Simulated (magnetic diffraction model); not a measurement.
**Solving a magnetic structure from powder neutron data: ErBeCu4**

Space group P-6m2 (no. 187), a = 5.0700 Å, c = 3.7680 Å.

| site | atom | x | y | z |
| --- | --- | --- | --- | --- |
| 1a | Er | 0 | 0 | 0 |
| 3k | Cu | 0.4994 | 0.9987 | 1/2 |
| 1e | Cu | 2/3 | 1/3 | 0 |
| 1c | Be | 1/3 | 2/3 | 0 |

The compound is invented for this exercise: a known structure type with other elements, its cell scaled to their sizes and not relaxed.

Only Er is taken to order (form factors of Er3+); orders and moment sizes are assumed, and not adapted to the symmetry. Radiation: neutrons of λ = 2.36 Å, 8° to 90°; isotropic B of 0.18 Å² (Er), 0.25 Å² (Cu) and 0.47 Å² (Be). The intensities are simulated: I ∝ L Σ (|F_N|² + |F_M⊥|²) for unpolarised neutrons, with F_M = 2.695 fm/μB × Σ f(s) S exp(2πi Q·r) exp(−B s²) at Q = H ± k (one set where k and −k are equivalent), only the part normal to Q counting and L = 1/(sin²θ cos θ). For collinear order S is the moment m, which repeats by lattice and centring translations R with the sign exp(−2πi k·R). Form factors are spin-only for 3d ions and dipole or tabulated for f ions, scattering lengths are Sears's of 1992, and absorption is left out. A label names one of the reflections at its angle. The strongest nuclear line in the range is 100, and lines under 0.2 are left out.

Above the ordering temperature:

```
2θ (°)    index      I
 31.18  (1 0 0)   11.7
 48.74  (1 0 1)   10.8
 55.48  (1 1 0)   17.3
 65.03  (2 0 0)   30.3
 68.25  (1 1 1)  100.0
 76.94  (2 0 1)   47.3
 77.56  (0 0 2)   31.6
 85.93  (1 0 2)    4.5
```

Below it (cell unchanged):

```
2θ (°)      I
 23.82   89.8
 31.18   11.7
 32.58   25.5
 45.72   31.6
 48.74   10.8
 51.25   15.9
 55.48   17.3
 58.49   15.1
 61.22    9.9
 63.23   11.1
 65.03   30.3
 68.25  100.0
 72.19   16.5
 74.64   12.9
 76.49    7.9
 76.94   47.3
 77.56   31.6
 78.89    8.3
 84.88    9.2
 85.93    4.5
 87.24    5.3
```

**Question.** Check that the new lines index with k = (1/2 0 1/2), then choose among these models:
A. collinear moments along [101], 8.1 μB on Er
B. collinear moments along [120], 8.1 μB on Er
C. collinear moments along [001], 8.1 μB on Er

The new lines index as (1/2 0 1/2) at 23.82°, (1/2 -1 1/2) at 32.58°, (1/2 1 1/2) at 45.72° and (3/2 0 1/2) at 51.25°, that is as H ± k with k = (1/2 0 1/2), one of 3 inequivalent arms of its star (k and −k counted as one), which a powder can't tell apart. Half indices mean that the moments reverse under translations with k·R a half-integer, and the magnetic cell has twice the primitive volume.

Magnetic intensity, observed (below minus above) and for each model:

| 2θ (°) | index | observed | A | B | C |
| --- | --- | --- | --- | --- | --- |
| 23.82 | (1/2 0 1/2) | 89.8 | 59.2 | 89.8 | 42.6 |
| 32.58 | (1/2 -1 1/2) | 25.5 | 41.0 | 25.5 | 36.2 |
| 45.72 | (1/2 1 1/2) | 31.6 | 33.8 | 31.6 | 43.4 |
| 58.49 | (1/2 0 3/2) | 15.1 | 9.8 | 15.1 | 1.2 |
| 61.22 | (3/2 -2 1/2) | 9.9 | 22.3 | 9.9 | 25.3 |
| 63.23 | (1/2 -1 3/2) | 11.1 | 8.9 | 11.1 | 2.6 |
| 72.19 | (1/2 1 3/2) | 16.5 | 12.9 | 16.5 | 7.2 |
| 78.89 | (1/2 2 1/2) | 8.3 | 11.6 | 8.3 | 15.7 |

Model B matches.

The structure used: k = (1/2 0 1/2), collinear moments along [120], 8.1 μB on Er.

[Logs are printed without paths, hosts, clocks, repeated set-up lines and the standing remarks that a program may print on its own settings, such as how far it seeks lower states.]
